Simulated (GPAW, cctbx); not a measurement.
# (BaO)1(NaCl)1: deformation density and structure factors from DFT

Question: by how much does bonding change the X-ray structure factors of (BaO)1(NaCl)1, how firmly does DFT give the change, and what does a routine refinement make of it?

The cell is a (BaO)1(NaCl)1 superlattice along [001] of the rock-salt type, started at the mean lattice constant and relaxed freely, with no substrate. All numbers below are calculated.

**1. Relax the structure**

The density hangs on the geometry, so cell and atoms are relaxed first, with the symmetry held. The cutoff is set higher than for the density because stress converges slowly with plane waves.

Settings: GPAW 26.7.0, PBE, 900 eV, 6×6×4 k-points (along the axes of the calculation cell), Fermi–Dirac width 0.05 eV, BFGS to 0.03 eV/Å.

```text
cell
1.0
     3.995153314    0.000000000    0.000000000
     0.000000000    3.995153314    0.000000000
     0.000000000    0.000000000    5.650000000
Ba O Na Cl
1 1 1 1
Direct
0.000000000 0.000000000 0.000000000
0.500000000 0.500000000 0.000000000
0.500000000 0.500000000 0.500000000
0.000000000 0.000000000 0.500000000
```

```console
$ OMP_NUM_THREADS=1 mpirun -n 4 gpaw python run.py > gpaw.log
```

```text
BFGS:    0      -17.968454        1.638489
BFGS:    1      -18.008417        1.503934
BFGS:    2      -18.198384        0.792066
BFGS:    3      -18.296870        0.300048
...
BFGS:    7      -18.331528        0.058255
BFGS:    8      -18.332182        0.042606
BFGS:    9      -18.332555        0.019453
cell  3.8590 3.8590 6.3778  90.00 90.00 90.00
volume 94.976 A^3, largest force 0.000 eV/A, largest stress 0.13 GPa
```

The cell moved far, while the k-mesh and basis were chosen for the start, so the final shape may be somewhat biased.

After 9 steps the volume has changed by +5.3 % and the energy by -0.364 eV; the largest stress left is 0.13 GPa. It took 2.5 min on 4 cores of Arm Neoverse V1 (shared host), peak memory 1.2 GiB.

Relaxed structure: P4/mmm (no. 123), a = 3.8590 Å, b = 3.8590 Å, c = 6.3778 Å, α = 90.00°, β = 90.00°, γ = 90.00°.

| atom | mult. | x | y | z |
| --- | --- | --- | --- | --- |
| Ba1 | 1 | 0 | 0 | 0 |
| Cl1 | 1 | 0 | 0 | 1/2 |
| Na1 | 1 | 1/2 | 1/2 | 1/2 |
| O1 | 1 | 1/2 | 1/2 | 0 |

**2. The all-electron density**

X-rays see the whole electron density, so the PAW density is rebuilt with its core regions. Subtracting spherical free atoms from the same code cancels the cores and leaves the deformation density Δρ, the part due to bonding.

Settings: PBE, 550 eV, 7×7×4 k-points (along the axes of the calculation cell), Fermi–Dirac width 0.05 eV; primitive cell of 4 atoms.

```console
$ OMP_NUM_THREADS=1 mpirun -n 4 gpaw python run.py > gpaw.log
```

```text
|iter:   1|       0s |  -20.761098 | -0.14 |       |
|iter:   2|       0s |  -19.963117 | -1.55 | -1.04 |
|iter:   3|       1s |  -18.211845 | -0.95 | -1.09 |
...
|iter:   9|       6s |  -18.131777c| -6.92 | -3.86 |
|iter:  10|       7s |  -18.131777c| -7.30 | -4.42c|
|iter:  11|       7s |  -18.131777c| -8.14c| -5.15c|
```

```text
grid (42, 42, 70)  electrons 92.000  moved by bonding 0.992 e
deformation density beyond 0.5 A of the nuclei: max 0.192, min -0.041 e/A^3
atom        x       y       z   Voronoi charge  moment
Ba1    0.0000  0.0000  0.0000      0.192       0.00
Cl2    0.0000  0.0000  0.5000     -0.085       0.00
Na3    0.5000  0.5000  0.5000      0.412       0.00
O 4    0.5000  0.5000  0.0000     -0.519       0.00
mean inner potential of superposed free atoms 14.500 V
total magnetic moment 0.000 muB
```

Deformation density in a plane through the shortest contact of the Ba atom at the origin, in 0.01 e/Å³ (clipped at ±99); x from -1.6 to 4.3 Å, y from 2.4 down to -2.4 Å:

```text
  1   3  11  17   .  17  12   4   1  -1  -2   .  -2   0   1   4
 -1   1   6  12  14  12   7   1  -1   0  -1  -2   0   0  -1   2
 -2  -1   1   4   6   4   1  -1  -2  -1   1   1   0  -1  -2  -1
 -1  -2  -1   1   1   1  -1  -2  -2   1   3   4   3   0  -2  -2
  1  -1   0   0  -1   0   0  -1   1   5  11  13  11   5   0  -1
  4   1   0  -3   .  -3   0   1   3  11  17   .  17  11   3   1
  6   1  -1   .   .   .  -2   1   5  13   .   .   .  12   4   1
  4   1   0  -3   .  -3   0   1   3  11  17   .  17  11   3   1
  1  -1   0   0  -1   0   0  -1   1   5  11  13  11   5   0  -1
 -1  -2  -1   1   1   1  -1  -2  -2   1   3   4   3   0  -2  -2
 -2  -1   1   4   6   4   1  -1  -2  -1   1   1   0  -1  -2  -1
 -1   1   6  12  14  12   7   1  -1   0  -1  -2   0   0  -1   2
  1   3  11  17   .  17  12   4   1  -1  -2   .  -2   0   1   4
```

Atoms in or within 0.15 Å of the plane: Ba (0.0, 0.0), O (2.7, 0.0) Å. Dots mark points within about 0.45 Å of a nucleus; large values next to them are atomic features.

O gains most (-0.52 e) and Na loses most (+0.41 e); O is the most electronegative element, but the order of the others doesn't follow electronegativity. Such charges fall far short of formal ones, since overlapping free atoms already put density on their neighbours. Along the shortest contact from the Ba atom at the map's origin, Ba–O at 2.73 Å, Δρ is +0.02 e/Å³ at the midpoint and highest, +0.18, 2.16 Å from Ba (points within 0.5 Å of a nucleus left out): little piles up between the atoms, as in an ionic contact (the run has a band gap). At the midpoints of other shortest contacts it is +0.01 (Cl–Na, 2.73 Å), 0.00 (Ba–Cl, 3.19 Å) and -0.01 (Na–O, 3.19 Å) e/Å³. Point values carry grid noise of about 0.01 e/Å³. The run needed 11 iterations, 12 s.

**3. From the density to structure factors**

The Fourier components of Δρ, added to those of the free atoms, give the static X-ray structure factors; the Mott–Bethe relation turns them into the Fourier components V of the potential that fast electrons feel.

```text
static structure factors of the conventional cell: F in electrons, V (Mott-Bethe) in volts
   h  k  l      d  |F| table  |F| free   |F| DFT   change   |V| free  |V| DFT  change %
   0  0  1  6.3778    34.102    34.177    34.723    0.546     3.579    2.507    -30.0
   1  0  0  3.8590    47.341    47.411    47.249   -0.162     4.735    4.852      2.5
   1  0  1  3.3017    36.757    36.795    36.212   -0.583     2.738    3.045     11.2
   0  0  2  3.1889    76.058    76.024    76.861    0.837     7.840    7.430     -5.2
   1  1  0  2.7287    72.665    72.619    73.165    0.546     6.964    6.768     -2.8
   1  1  1  2.5088    29.905    29.896    30.111    0.215     1.854    1.789     -3.5
   1  0  2  2.4582    42.400    42.501    42.312   -0.189     3.353    3.409      1.6
   0  0  3  2.1259    28.548    28.567    28.664    0.097     1.621    1.600     -1.3
   1  1  2  2.0733    65.535    65.519    65.593    0.074     5.493    5.478     -0.3
   2  0  0  1.9295    63.476    63.468    63.450   -0.017     5.126    5.129      0.1
   1  0  3  1.8621    32.962    32.955    32.871   -0.084     1.513    1.527      0.9
   2  0  1  1.8468    27.241    27.273    27.289    0.016     1.436    1.434     -0.2
   2  1  0  1.7258    37.659    37.763    37.732   -0.031     2.334    2.338      0.2
   1  1  3  1.6770    26.285    26.318    26.326    0.008     1.314    1.313     -0.1
```

The largest X-ray change is +0.84 e on 002, 1.1 % of |F|. For electrons V goes as (Z − F)/g², so a change of F counts against Z − F, which is small at low angle and wherever the atoms' terms cancel: |V| of 001 moves by -30.0 % (3.58 to 2.51 V) against +1.6 % in |F|. The tabulated Hartree–Fock atoms differ from the free DFT atoms by up to 0.10 e, so the choice of reference atom matters too.

**4. Convergence**

Cheaper settings are set against the first, tightest run to find what the result needs. Some rows differ from it in more than one setting, so each label gives them all, and single effects show between rows that share the rest.

```csv
run,ΔF 002 (e),ΔF 101 (e),ΔF 001 (e),q(O) (e),moved (e),time
550 eV 7×7×4,+0.837,-0.583,+0.546,-0.519,0.992,12 s
250 eV 5×5×3,+0.715,-0.462,+0.498,-0.484,1.263,4.8 s
350 eV 5×5×3,+0.809,-0.555,+0.535,-0.511,1.052,6 s
```

No other run stays within 0.02 e of the base. The largest error, 0.122 e, comes with 250 eV 5×5×3. The moved charge is off by up to 27 % among these runs. Times are from shared hosts.

**5. Refining ordinary atoms against data with bonding**

Routine crystallography fits spherical atoms. To see the bias, intensities are simulated from tabulated atoms plus the DFT change ΔF, so that bonding alone can misfit (6210 reflections of the full sphere, merged to the counts below, to 0.4 Å, 0.5 % proportional noise plus counting noise, assumed isotropic U as listed, Δρ smeared by the mean U) and refined with cctbx over different ranges.

```
                    range  data      R1  GooF  U Ba1 (true 0.0061)  U Cl1 (true 0.0093)  U Na1 (true 0.0105)  U O1 (true 0.0113)  largest shift (Å)  Δρ max, min (e/Å³)
                 all data   517  0.0031  1.10               0.0061               0.0093               0.0105              0.0113             0.0000         0.25, -0.18
 low resolution, d > 0.84    73  0.0031  1.87               0.0061               0.0094               0.0104              0.0113             0.0000         0.22, -0.07
     high order, d < 0.75   416  0.0031  0.90               0.0061               0.0093               0.0104              0.0112             0.0000         0.19, -0.18
occupancies free, d > 0.7   116  0.0026  1.42               0.0061               0.0093               0.0106              0.0129             0.0000         0.12, -0.22
```

With all data GooF is 1.10, diluted by the many high-angle data; the misfit shows at low resolution; the top residual peak lies 0.00 Å from O and 2.73 Å from Ba, on the atom. No U is off by more than 3 s.u. at low resolution. Symmetry fixes every coordinate, so the shifts are zero by construction. With Ba1 held at 1 and the scale free, the other occupancies refine to Cl1 1.001(0.002), Na1 1.002(0.004) and O1 1.036(0.006), on sites that are all full: they absorb part of the misfit, and only ratios to the fixed site mean anything.

**6. Answer**

Bonding moves 0.99 e in the primitive cell of (BaO)1(NaCl)1 and changes the structure factors of the conventional cell in the table above by at most 0.84 e (002, 1.1 %), and among reflections above 2 % of the strongest by up to 1.6 % (001). The shortest bond, Ba–O, has Δρ = +0.02 e/Å³ at its midpoint, which with the charge transfer marks a mainly ionic contact. No other run stays within 0.02 e of the base. The largest error, 0.122 e, comes with 250 eV 5×5×3. The moved charge is off by up to 27 % among these runs. With all data GooF is 1.10, diluted by the many high-angle data. Limits: static density, frozen cores, no spin–orbit coupling.

[Outputs are excerpts: Python notices, other lines and further rows are left out; steps that failed or that the build refused (PBEsol, TPSS) are not shown.]

[Logs are printed without paths, hosts, clocks, repeated set-up lines and the standing remarks that a program may print on its own settings, such as how far it seeks lower states.]
